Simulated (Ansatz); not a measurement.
# Phonons of LaBPd3 (Pm-3m) against volume, part 2 of 2

Wanted: mode Grüneisen parameters of LaBPd3 (Pm-3m).

Ansatz 0.2.0; DFT PBEsol, scalar-relativistic, plane waves, PAW; PAW set soft_1.

So far, highest frequency on the path or at a solved wavevector (cm⁻¹): step 2 (the dispersion) 514.

## (4) Phonons at the other volume, volume ratio 0.97

The phonons are repeated at this volume on the same k and q meshes.

Input file input.yaml:

```yaml
crystal:
  lattice:
    - [4.3039653157, 0.0, 0.0]
    - [0.0, 4.3039653157, 0.0]
    - [0.0, 0.0, 4.3039653157]
  atoms:
    - { symbol: La, position: [0.0, 0.0, 0.0] }
    - { symbol: B, position: [0.5, 0.5, 0.5] }
    - { symbol: Pd, position: [0.0, 0.5, 0.5] }
    - { symbol: Pd, position: [0.5, 0.0, 0.5] }
    - { symbol: Pd, position: [0.5, 0.5, 0.0] }
kpoints:
  mp_grid: { grid: [8, 8, 8] }
hamiltonian:
  xc: pbesol
  pseudopotentials: { kind: paw, azcp: { folder: soft_1 }, xc_functional: pbe }
scf:
  occupations: { method: methfessel_paxton, width: 0.2 }
output:
  eigenvalues: true
phonons:
  method: dfpt
  qmesh: [4, 4, 4]
  temperatures: { t_max: 1000, t_step: 50 }
  qpath:
    path:
      - [[0.0, 0.0, 0.0], [0.0, 0.5, 0.0], [0.5, 0.5, 0.0], [0.0, 0.0, 0.0], [0.5, 0.5, 0.5], [0.0, 0.5, 0.0]]
      - [[0.5, 0.5, 0.5], [0.5, 0.5, 0.0]]
    npoints: 10
```

The run is started by

```sh
ansatz run input.yaml --threads 4 --pin off --max-ram 10240MiB --backend cpu --events-out ev --progress --plain --runs-dir out
```

Numbers of over 12 decimals in the logs are rounded to 6 here.

Log:

```text
[...]
Crystal: 5 atoms, lattice volume = 79.727 Å³
Basis set: ecut = 420 eV, 1551 PW (Γ), exchange–correlation on 60×60×60 points (8 copies of the dense FFT grid, shifted against one another)
Bands: 41, of which v1, the nominal top of the filled ones, is band 34 counted from 1 (33 counted from 0)
Symmetry: 48 space group operations
k-points: 35 of 512
[...]
SCF iter   1: F=—  HF=-27078.857387 eV  |F-HF|=—  |Δ(HF+E_count)|=         —  Δρ=1.09e0  dr2=1.63e3  ethr=3.10e-3  ⟨swp⟩=4.2  Hψ=4265  notcnv=0
[...]
SCF iter  14: F=-27036.965840 eV  HF=-27036.965840 eV  |F-HF|=0.00e0  |Δ(HF+E_count)|=  1.96e-10  S|Δr|=    0.00e0  Δρ=7.20e-8  dr2=5.55e-12  ethr=1.00e-12  ⟨swp⟩=10.7  Hψ=8811  notcnv=0
SCF 1 converged in 14 iterations: F = -27036.965840 eV  dr2 = 5.55e-12
[...]
SCF iter   3: F=-27036.965840 eV  HF=-27036.965840 eV  |F-HF|=0.00e0  |Δ(HF+E_count)|=  7.28e-12  S|Δr|=    0.00e0  Δρ=9.40e-8  dr2=8.20e-12  ethr=1.00e-12  ⟨swp⟩=3.5  Hψ=4033  notcnv=0
SCF 2 converged in 3 iterations: F = -27036.965840 eV  dr2 = 8.20e-12
[...]
NSCF: frozen V_eff on 35 k-points
[...]
SCF converged after 14 iterations
[...]
Free energy (F): -27036.965840 eV
[...]
Internal energy: -27036.963038 eV  (E = F + TS)
E sigma→0 (E₀):  -27036.965139 eV
Entropy (-TS):   -0.002802 eV (-0.560 meV/atom)
Fermi energy:    17.567745 eV
[...]
--- Band table (eV; the first three rows and the last of 35) ---
  k-point 0: bands = [... 30 lower, 15.7826, 15.7826, 16.1002, 16.1002, 16.1002, 19.4062, 19.4062, 19.6087, ... 10 higher]
  k-point 1: bands = [... 30 lower, 15.5976, 15.7828, 15.9572, 16.7164, 16.7164, 19.3723, 19.5882, 19.6126, ... 10 higher]
  k-point 2: bands = [... 30 lower, 15.3704, 15.5779, 15.7833, 17.3427, 17.3427, 19.2766, 19.5402, 19.6398, ... 10 higher]
  k-point 34: bands = [... 30 lower, 15.6196, 15.6196, 17.6941, 17.6941, 17.6941, 19.0286, 19.0286, 19.0286, ... 10 higher]
[...]
ASR residual: 4.440e-5 → 0.000e0 eV/Å²; symmetrization residual: 8.064e-7 eV/Å²
  ASR residual per site (eV/Å²): 1.40e-5 1.88e-5 4.44e-5 4.44e-5 4.44e-5
[...]
--- Phonons (arbitrary-q DFPT): 10 irreducible q on the 4×4×4 mesh ---
[...]
interpolated dispersion: 62 rows × 15 modes
[...]
```

It took 30 min on 4 threads of Arm Neoverse V1, shared host; peak memory 4.2 GiB.

This step gave:

```yaml
sum_rule_residual_before_enforcement: 4.44e-5 eV/Å²
lowest_frequency_on_the_path: -79.82 cm⁻¹
highest_frequency_on_the_path_or_at_a_solved_wavevector: 542.8 cm⁻¹
highest_optical_mode_at_the_zone_centre_no_lo_to_term: 466.4 cm⁻¹
lowest_optical_zone_centre_mode: -60.18 cm⁻¹
lowest_mode_on_the_q_mesh_acoustic_modes_at_gamma_apart: -78.45 cm⁻¹
```

Frequencies (cm⁻¹) solved at each irreducible wavevector; negative means imaginary. Frequencies by wavevector, by row:

```csv
q in reciprocal lattice units,star,mode 1,mode 2,mode 3,mode 4,mode 13,mode 14,mode 15
0 0 0,1,-60.2,-60.2,-60.2,0,466.4,466.4,466.4
0 0 0.25,6,-70.2,-70.2,-41.2,-41.2,460,460,499.4
0 0 -0.5,3,-78.5,-78.5,-71,-71,455.5,455.5,532.7
0 0.25 0.25,12,-74.1,-47.6,-46,-27.9,455,495.8,499.1
0 0.25 -0.5,12,-72.2,-70.7,-63,-8,449.4,495.4,536.4
0 -0.5 -0.5,3,-50,-49.1,-49.1,-39.6,445.8,538.8,538.8
0.25 0.25 0.25,8,-66.2,-66.2,23.5,55.9,493.6,493.6,500
0.25 0.25 -0.5,12,-69.9,-36,-1.9,51.2,491.7,501.2,537.5
0.25 -0.5 -0.5,6,-46,-46,-25.3,20.6,493.2,537,537
-0.5 -0.5 -0.5,1,-52.6,-52.6,-52.6,70.1,542.8,542.8,542.8
```

The highest optical mode at the zone centre (no LO-TO term) is 466.4 cm⁻¹, +34.8 cm⁻¹ against the base run.

## (5) Relaxing at another volume, volume ratio 1.03

The volume is scaled by 1.03 and held; symmetry leaves nothing to relax, so this is a single point. The modes can then be followed against volume.

input.yaml, the sections that differ from step 4:

```yaml
crystal:
  lattice:
    - [4.3909375423, 0.0, 0.0]
    - [0.0, 4.3909375423, 0.0]
    - [0.0, 0.0, 4.3909375423]
  atoms:
    - { symbol: La, position: [0.0, 0.0, 0.0] }
    - { symbol: B, position: [0.5, 0.5, 0.5] }
    - { symbol: Pd, position: [0.0, 0.5, 0.5] }
    - { symbol: Pd, position: [0.5, 0.0, 0.5] }
    - { symbol: Pd, position: [0.5, 0.5, 0.0] }
output:
  forces: true
  stress: true
  eigenvalues: true
# kpoints, hamiltonian, scf: as in step 4
# phonons: removed
```

Log:

```text
[...]
Crystal: 5 atoms, lattice volume = 84.659 Å³
Basis set: ecut = 420 eV, 1647 PW (Γ), exchange–correlation on 60×60×60 points (8 copies of the dense FFT grid, shifted against one another)
Bands: 41, of which v1, the nominal top of the filled ones, is band 34 counted from 1 (33 counted from 0)
Symmetry: 48 space group operations
[...]
k-points: 35 of 512
[...]
k-point 0: bands = [... 30 lower, 14.5866, 14.5866, 14.9606, 14.9606, 14.9606, 18.0092, 18.0092, 18.1933, ... 10 higher]
  k-point 1: bands = [... 30 lower, 14.4249, 14.5868, 14.7890, 15.5080, 15.5080, 17.9836, 18.1747, 18.1979, ... 10 higher]
  k-point 2: bands = [... 30 lower, 14.2225, 14.3945, 14.5872, 16.0934, 16.0934, 17.9122, 18.1280, 18.2248, ... 10 higher]
  k-point 34: bands = [... 30 lower, 14.4420, 14.4420, 16.3689, 16.3689, 16.3689, 17.6519, 17.6519, 17.6519, ... 10 higher]
[key lines of the parts left out:]
SCF converged after 12 iterations
Free energy (F): -27036.969594 eV
Fermi energy:    16.262406 eV
P = ⅓ Tr σ = -3.9918 GPa (-39.918 kbar)
```

Wall time 3.5 s (4 threads); peak memory 0.47 GiB; 13 s of CPU time.

This step gave:

```
pressure        : -3.992 GPa
volume per atom : 16.93 Å³
```

The run ends at a pressure of -3.99 GPa.

## (6) Phonons at the other volume, volume ratio 1.03

The phonons are repeated at this volume on the same k and q meshes.

input.yaml, as its differences from that of step 5:

```diff
@@ -19,4 +19,11 @@
 output:
-  forces: true
-  stress: true
   eigenvalues: true
+phonons:
+  method: dfpt
+  qmesh: [4, 4, 4]
+  temperatures: { t_max: 1000, t_step: 50 }
+  qpath:
+    path:
+      - [[0.0, 0.0, 0.0], [0.0, 0.5, 0.0], [0.5, 0.5, 0.0], [0.0, 0.0, 0.0], [0.5, 0.5, 0.5], [0.0, 0.5, 0.0]]
+      - [[0.5, 0.5, 0.5], [0.5, 0.5, 0.0]]
+    npoints: 10
```

Log:

```text
[...]
Crystal: 5 atoms, lattice volume = 84.659 Å³
Basis set: ecut = 420 eV, 1647 PW (Γ), exchange–correlation on 60×60×60 points (8 copies of the dense FFT grid, shifted against one another)
Bands: 41, of which v1, the nominal top of the filled ones, is band 34 counted from 1 (33 counted from 0)
Symmetry: 48 space group operations
k-points: 35 of 512
[...]
k-point 34: bands = [... 30 lower, 14.4420, 14.4420, 16.3689, 16.3689, 16.3689, 17.6519, 17.6519, 17.6519, ... 10 higher]
[...]
ASR residual: 2.270e-5 → 0.000e0 eV/Å²; symmetrization residual: 9.930e-7 eV/Å²
  ASR residual per site (eV/Å²): 2.27e-5 5.98e-6 1.17e-5 1.17e-5 1.17e-5
[...]
--- Phonons (arbitrary-q DFPT): 10 irreducible q on the 4×4×4 mesh ---
[...]
interpolated dispersion: 62 rows × 15 modes
[...]
[key lines of the parts left out:]
SCF converged after 14 iterations
Free energy (F): -27036.969594 eV
Fermi energy:    16.262404 eV
```

Wall time 31 min (4 threads); peak memory 4.5 GiB.

Numbers from this step:

```
sum-rule residual before enforcement                    : 2.27e-5 eV/Å²
lowest frequency on the path                            : -75.55 cm⁻¹
highest frequency on the path or at a solved wavevector : 485.4 cm⁻¹
highest optical mode at the zone centre (no LO-TO term) : 397.7 cm⁻¹
lowest optical zone-centre mode                         : -57.18 cm⁻¹
lowest mode on the q mesh (acoustic modes at Γ apart)   : -74.49 cm⁻¹
```

The highest optical mode at the zone centre (no LO-TO term) is 397.7 cm⁻¹, -33.9 cm⁻¹ against the base run.

## (7) Grüneisen parameters

The Grüneisen parameter of a mode is minus the logarithmic change of its frequency with volume, −d ln ω / d ln V; weighted by heat capacity it gives the expansion.

This step gave:

| Property | Result |
| --- | --- |
| bulk modulus | 145.3 GPa |

The phonon branches at the labelled points (cm⁻¹):

```csv
point,branch 1,branch 2,branch 3,branch 4,branch 12,branch 13,branch 14,branch 15
Γ,-59,-59,-59,0,122,432,432,432
halfway,-67,-67,-40,-40,118,425,425,468
X,-76,-76,-67,-67,142,421,421,504
halfway,-71,-67,-61,-19,147,415,465,508
M,-48,-48,-48,-45,160,411,510,510
halfway,-72,-46,-44,-34,124,420,465,468
Γ,-59,-59,-59,0,122,432,432,432
halfway,-64,-64,2,53,130,462,462,469
R,-53,-53,-53,70,180,514,514,514
halfway,-68,-39,9,42,151,460,470,509
X,-76,-76,-67,-67,142,421,421,504
jump to R,-53,-53,-53,70,180,514,514,514
halfway,-47,-47,-30,20,165,462,509,509
M,-48,-48,-48,-45,160,411,510,510
```

The same for volume x 0.97:

```csv
point,branch 1,branch 2,branch 3,branch 4,branch 12,branch 13,branch 14,branch 15
Γ,-60,-60,-60,0,132,466,466,466
X,-78,-78,-71,-71,156,456,456,533
M,-50,-49,-49,-40,174,446,539,539
Γ,-60,-60,-60,0,132,466,466,466
R,-53,-53,-53,70,195,543,543,543
X,-78,-78,-71,-71,156,456,456,533
R,-53,-53,-53,70,195,543,543,543
M,-50,-49,-49,-40,174,446,539,539
```

The same for volume x 1.03:

```csv
point,branch 1,branch 2,branch 3,branch 4,branch 12,branch 13,branch 14,branch 15
Γ,-57,-57,-57,0,113,398,398,398
X,-74,-74,-64,-64,129,387,387,477
M,-49,-49,-46,-46,147,378,483,483
Γ,-57,-57,-57,0,113,398,398,398
R,-54,-54,-54,69,167,485,485,485
X,-74,-74,-64,-64,129,387,387,477
R,-54,-54,-54,69,167,485,485,485
M,-49,-49,-46,-46,147,378,483,483
```

## (8) Results

| Quantity | Value |
| --- | --- |
| bulk modulus | 145 GPa |

**Reading.** No expansion is given, because modes are imaginary at one volume or more. The highest optical mode at Γ goes from 466 to 398 cm⁻¹ as the cell grows, a Grüneisen parameter of 2.65. Branches are matched by rank, so values near crossings are rough. With no gap, or one that is small against the smearing, the frequencies hang on the k mesh and the smearing, most of all near Kohn anomalies. Spin-orbit coupling is left out, which can matter for the heavy elements here. The PAW files were made for PBE and serve the other functionals too.

[Logs are printed without paths, hosts, clocks, repeated set-up lines and the standing remarks that a program may print on its own settings, such as how far it seeks lower states.]

[Hosts, paths, dates, database ids (printed as entryN), source tags and the programs' standing remarks are cut or masked in the printed files.]
